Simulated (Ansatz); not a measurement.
# Sn wire along [100], 37 atoms a period, H-terminated: bands by functional, part 2 of 2

What gap, if any, does the Sn wire along [100], 37 atoms a period, H-terminated have, and how does it change with the functional?

Ansatz 0.2.0; DFT PBE, plane waves, PAW; relaxation of a wire's period; PAW set soft_1 (the session's first sound run).

So far. Step 2 (The relaxed wire): The cell's length comes to 6.662 Å with spin left out.

### 3. The perfect wire

This step: DFT PBE, plane waves, PAW; bands of a perfect wire; PAW set soft_1 (Ansatz 0.2.0).

At the relaxed period the bands are computed along the axis; those that cross an energy going forward count the channels that a perfect wire would open there.

The input, input.yaml:

```yaml
crystal:
  lattice:
    - [22.121, 0.0, 0.0]
    - [0.0, 22.121, 0.0]
    - [0.0, 0.0, 6.6620135519]
  atoms:
    - { symbol: Sn, position: [0.203150448, 0.344243132, 0.020209731] }
    - { symbol: Sn, position: [0.203150448, 0.655756868, 0.979790269] }
    - { symbol: Sn, position: [0.344243132, 0.203150448, 0.020209731] }
    - { symbol: Sn, position: [0.349893778, 0.5, 0.0] }
    - { symbol: Sn, position: [0.344243132, 0.796849552, 0.979790269] }
    - { symbol: Sn, position: [0.5, 0.349893778, 0.0] }
    - { symbol: Sn, position: [0.5, 0.650106222, 0.0] }
    - { symbol: Sn, position: [0.655756868, 0.203150448, 0.979790269] }
    - { symbol: Sn, position: [0.650106222, 0.5, 0.0] }
    - { symbol: Sn, position: [0.655756868, 0.796849552, 0.020209731] }
    - { symbol: Sn, position: [0.796849552, 0.344243132, 0.979790269] }
    - { symbol: Sn, position: [0.796849552, 0.655756868, 0.020209731] }
    - { symbol: H, position: [0.168773185, 0.2940642, 0.184838033] }
    - { symbol: H, position: [0.145738547, 0.6171078, 0.101072588] }
    - { symbol: H, position: [0.2940642, 0.168773185, 0.184838033] }
    - { symbol: H, position: [0.3828922, 0.854261453, 0.101072588] }
    - { symbol: H, position: [0.6171078, 0.145738547, 0.101072588] }
    - { symbol: H, position: [0.7059358, 0.831226815, 0.184838033] }
    - { symbol: H, position: [0.854261453, 0.3828922, 0.101072588] }
    - { symbol: H, position: [0.831226815, 0.7059358, 0.184838033] }
    - { symbol: Sn, position: [0.275771483, 0.424833622, 0.250659385] }
    - { symbol: Sn, position: [0.276801456, 0.723198544, 0.247009862] }
    - { symbol: Sn, position: [0.424833622, 0.275771483, 0.250659385] }
    - { symbol: Sn, position: [0.425319514, 0.574680486, 0.248853523] }
    - { symbol: Sn, position: [0.574680486, 0.425319514, 0.248853523] }
    - { symbol: Sn, position: [0.575166378, 0.724228517, 0.250659385] }
    - { symbol: Sn, position: [0.723198544, 0.276801456, 0.247009862] }
    - { symbol: Sn, position: [0.724228517, 0.575166378, 0.250659385] }
    - { symbol: H, position: [0.156258726, 0.544514652, 0.352881055] }
    - { symbol: H, position: [0.455485348, 0.843741274, 0.352881055] }
    - { symbol: H, position: [0.544514652, 0.156258726, 0.352881055] }
    - { symbol: H, position: [0.843741274, 0.455485348, 0.352881055] }
    - { symbol: H, position: [0.231180835, 0.768819165, 0.396624437] }
    - { symbol: H, position: [0.768819165, 0.231180835, 0.396624437] }
    - { symbol: Sn, position: [0.203163184, 0.5, 0.5] }
    - { symbol: Sn, position: [0.350911938, 0.350911938, 0.501059117] }
    - { symbol: Sn, position: [0.350911938, 0.649088062, 0.498940883] }
    - { symbol: Sn, position: [0.5, 0.203163184, 0.5] }
    - { symbol: Sn, position: [0.5, 0.5, 0.5] }
    - { symbol: Sn, position: [0.5, 0.796836816, 0.5] }
    - { symbol: Sn, position: [0.649088062, 0.350911938, 0.498940883] }
    - { symbol: Sn, position: [0.649088062, 0.649088062, 0.501059117] }
    - { symbol: Sn, position: [0.796836816, 0.5, 0.5] }
    - { symbol: H, position: [0.231180835, 0.231180835, 0.603375563] }
    - { symbol: H, position: [0.768819165, 0.768819165, 0.603375563] }
    - { symbol: H, position: [0.156258726, 0.455485348, 0.647118945] }
    - { symbol: H, position: [0.455485348, 0.156258726, 0.647118945] }
    - { symbol: H, position: [0.544514652, 0.843741274, 0.647118945] }
    - { symbol: H, position: [0.843741274, 0.544514652, 0.647118945] }
    - { symbol: Sn, position: [0.276801456, 0.276801456, 0.752990138] }
    - { symbol: Sn, position: [0.275771483, 0.575166378, 0.749340615] }
    - { symbol: Sn, position: [0.425319514, 0.425319514, 0.751146477] }
    - { symbol: Sn, position: [0.424833622, 0.724228517, 0.749340615] }
    - { symbol: Sn, position: [0.575166378, 0.275771483, 0.749340615] }
    - { symbol: Sn, position: [0.574680486, 0.574680486, 0.751146477] }
    - { symbol: Sn, position: [0.724228517, 0.424833622, 0.749340615] }
    - { symbol: Sn, position: [0.723198544, 0.723198544, 0.752990138] }
    - { symbol: H, position: [0.145738547, 0.3828922, 0.898927412] }
    - { symbol: H, position: [0.168773185, 0.7059358, 0.815161967] }
    - { symbol: H, position: [0.2940642, 0.831226815, 0.815161967] }
    - { symbol: H, position: [0.3828922, 0.145738547, 0.898927412] }
    - { symbol: H, position: [0.6171078, 0.854261453, 0.898927412] }
    - { symbol: H, position: [0.7059358, 0.168773185, 0.815161967] }
    - { symbol: H, position: [0.831226815, 0.2940642, 0.815161967] }
    - { symbol: H, position: [0.854261453, 0.6171078, 0.898927412] }
kpoints:
  mp_grid: { grid: [1, 1, 13] }
  band_path: { path: ["Γ", Z], npoints: 90 }
scf:
  occupations: { method: fermi_dirac, width: 0.05 }
hamiltonian:
  xc: pbe
  pseudopotentials: { kind: paw, azcp: { folder: soft_1 } }
output:
  dos: { e_range: [-5, 4] }
  write_potential: true
  write_density: true
  volumetric_format: npy
```

On the command line:

```console
> ansatz run input.yaml --threads 8 --pin off --max-ram 16384MiB --backend cpu --events-out ev --progress --plain --runs-dir out
```

Numbers of over 12 decimals in the logs are rounded to 6 here.

The program printed:

```text
[...]
Crystal: 65 atoms, lattice volume = 3259.981 Å³
Basis set: ecut = 420 eV, 63687 PW (Γ)
Bands: 338, of which v1, the nominal top of the filled ones, is band 273 counted from 1 (272 counted from 0)
Symmetry: 8 space group operations
[...]
k-points: 7 of 13
[...]
SCF iter   1: F=—  HF=-223339.158571 eV  |F-HF|=—  |Δ(HF+E_count)|=         —  Δρ=2.94e-2  dr2=3.00e1  ethr=3.10e-3  ⟨swp⟩=6.1  Hψ=10337  notcnv=0  defer=157
[...]
SCF iter  11: F=-223331.148410 eV  HF=-223331.148410 eV  |F-HF|=3.09e-8  |Δ(HF+E_count)|=   7.31e-7  Δρ=7.81e-7  dr2=4.03e-8  ethr=1.83e-11  ⟨swp⟩=15.9  Hψ=12213  notcnv=0
SCF 1 converged in 11 iterations: F = -223331.148410 eV  dr2 = 4.03e-8
[...]
NSCF: frozen V_eff on 91 k-points
WARN: The output density's exchange-correlation potential varies sharply where the density is thin. Do not read a vacuum level from v_tot or v_xc, or from such a field of the output density. On a cell that repeats whose density bears no net charge and no dipole along the vacuum's axis use v_es (v_loc + v_h of the components); under efield.dipole_correction with no amplitude use v_es + v_field, which holds any externa [...]
SCF converged after 11 iterations
Free energy (F): -223331.148410 eV
[...]
Internal energy: -223331.148402 eV  (E = F + TS)
E sigma→0 (E₀):  -223331.148406 eV
Entropy (-TS):   -0.000008 eV (-0.000 meV/atom)
Fermi energy:    0.387302 eV
[...]
--- Band table (eV; the first three rows and the last of 7) ---
  k-point 0: bands = [... 269 lower, -0.3808, -0.3598, -0.3598, -0.1576, 0.9087, 1.7363, 1.7363, 1.8123, ... 61 higher]
  k-point 1: bands = [... 269 lower, -0.4251, -0.3461, -0.3461, -0.2125, 0.9871, 1.7348, 1.7348, 1.8212, ... 61 higher]
  k-point 2: bands = [... 269 lower, -0.5350, -0.3331, -0.3122, -0.3122, 1.1721, 1.5725, 1.5725, 1.7951, ... 61 higher]
  k-point 6: bands = [... 269 lower, -0.7454, -0.7432, -0.7432, -0.6570, 1.1855, 1.2449, 1.2449, 1.3038, ... 61 higher]
```

It took 21 min on 8 threads of Intel Xeon 6975P-C (Granite Rapids), shared host; peak memory 14 GiB; 2.1 h of CPU time.

Reading the cycles: dr2 is the Hartree energy of the density residual (eV), the measure of convergence; HF is the Harris–Foulkes estimate of the energy, which meets the free energy F at convergence.

This step gave:

```
band gap : 1.066 eV
```

Electronic bands along the path, in eV, zero at the Fermi level; v1 is the highest filled band, c1 the lowest empty one:

```tsv
point	v4	v3	v2	v1	c1	c2	c3	c4
Γ	-0.77	-0.75	-0.75	-0.54	0.52	1.35	1.35	1.43
halfway	-1.02	-0.86	-0.70	-0.70	0.98	1.02	1.02	1.15
Z	-1.17	-1.17	-1.10	-1.10	0.79	0.85	0.85	0.92
```

The gap is 1.07 eV, with spin left out.

On this path the gap is direct, 1.07 eV, with the valence top at Γ and the conduction bottom at Γ.

### 4. Levels at the same atoms, cutoff 500 eV, k-mesh 1×1×10

This step: DFT r2SCAN, plane waves, PAW; bands of a perfect wire at the PBE geometry; PAW set soft_1 (Ansatz 0.2.0).

The atoms stay at the PBE geometry and the functional changes. r2SCAN also reads the kinetic-energy density; it often gives larger moments and wider gaps than PBE, at a higher cost. Against the first PBE run of this kind, the cutoff is 500 eV against 420 and the mesh along the wire has 10 points against 13.

input.yaml: that of step 3 with these lines changed.

```diff
@@ -72,3 +72,3 @@
 kpoints:
-  mp_grid: { grid: [1, 1, 13] }
+  mp_grid: { grid: [1, 1, 10] }
   band_path: { path: ["Γ", Z], npoints: 90 }
@@ -77,8 +77,3 @@
 hamiltonian:
-  xc: pbe
+  xc: r2scan
   pseudopotentials: { kind: paw, azcp: { folder: soft_1 } }
-output:
-  dos: { e_range: [-5, 4] }
-  write_potential: true
-  write_density: true
-  volumetric_format: npy
```

The program printed:

```text
[...]
Crystal: 65 atoms, lattice volume = 3259.981 Å³
Basis set: ecut = 500 eV, 82721 PW (Γ), exchange–correlation on 648×648×200 points (64 copies of the dense FFT grid, shifted against one another)
Bands: 338, of which v1, the nominal top of the filled ones, is band 273 counted from 1 (272 counted from 0)
Symmetry: 8 space group operations
[...]
k-points: 6 of 10
[...]
SCF iter   1: F=—  HF=-223870.351652 eV  |F-HF|=—  |Δ(HF+E_count)|=         —  Δρ=2.82e-2  dr2=2.70e1  dr2_τ=2.14e-1  ethr=3.10e-3  ⟨swp⟩=6.0  Hψ=7770  notcnv=0  defer=159
[...]
SCF iter  11: F=-223866.030498 eV  HF=-223866.030498 eV  |F-HF|=5.06e-8  |Δ(HF+E_count)|=   8.07e-7  Δρ=7.00e-7  dr2=3.56e-8  dr2_τ=5.96e-10  ethr=1.83e-11  ⟨swp⟩=16.2  Hψ=9883  notcnv=0
SCF 1 converged in 11 iterations: F = -223866.030498 eV  dr2 = 3.56e-8
[...]
SCF converged after 11 iterations
Free energy (F): -223866.030498 eV
[...]
Internal energy: -223866.030497 eV  (E = F + TS)
E sigma→0 (E₀):  -223866.030498 eV
Entropy (-TS):   -0.000001 eV (-0.000 meV/atom)
Fermi energy:    0.371943 eV
[...]
--- Band table (eV; the first three rows and the last of 6) ---
  k-point 0: bands = [... 269 lower, -0.5633, -0.5197, -0.5197, -0.3230, 1.0473, 1.7785, 1.7785, 1.8567, ... 61 higher]
  k-point 1: bands = [... 269 lower, -0.6377, -0.4985, -0.4985, -0.4047, 1.1638, 1.7939, 1.7939, 1.8882, ... 61 higher]
  k-point 2: bands = [... 269 lower, -0.7911, -0.5680, -0.4708, -0.4708, 1.4014, 1.5823, 1.5823, 1.7731, ... 61 higher]
  k-point 5: bands = [... 269 lower, -0.9829, -0.9829, -0.9122, -0.9121, 1.2637, 1.3278, 1.3278, 1.4025, ... 61 higher]
```

The job ended after 30 min (8 threads; peak memory 14 GiB; 3.1 h of CPU time).

This step gave:

```yaml
band_gap: 1.370 eV
```

The electronic bands at the labelled points (eV, zero at the Fermi level; v1 is the highest filled band, c1 the lowest empty one):

```tsv
point	v4	v3	v2	v1	c1	c2	c3	c4
Γ	-0.94	-0.89	-0.89	-0.69	0.68	1.41	1.41	1.48
halfway	-1.19	-1.01	-0.86	-0.86	1.10	1.13	1.13	1.27
Z	-1.35	-1.35	-1.28	-1.28	0.89	0.96	0.96	1.03
```

The gap is 1.37 eV, against 1.07 eV under PBE at the relaxed period.

### 5. Outcome

```yaml
cell_length_pbe: 6.662 Å
gap_pbe: 1.07 eV
gap_r2scan: 1.37 eV
```

In words: Under PBE the cell's length is 6.66 Å, and a gap of 1.07 eV makes it a semiconductor. At the relaxed period the wire is gapped under every functional, from 1.07 eV (PBE) to 1.37 eV (r2SCAN). Weak screening in one dimension makes quasiparticle gaps larger than the semilocal gaps, as a rule.

[Logs are printed without paths, hosts, clocks, repeated set-up lines and the standing remarks that a program may print on its own settings, such as how far it seeks lower states.]

[Hosts, paths, dates, database ids (printed as entryN), source tags and the programs' standing remarks are cut or masked in the printed files.]
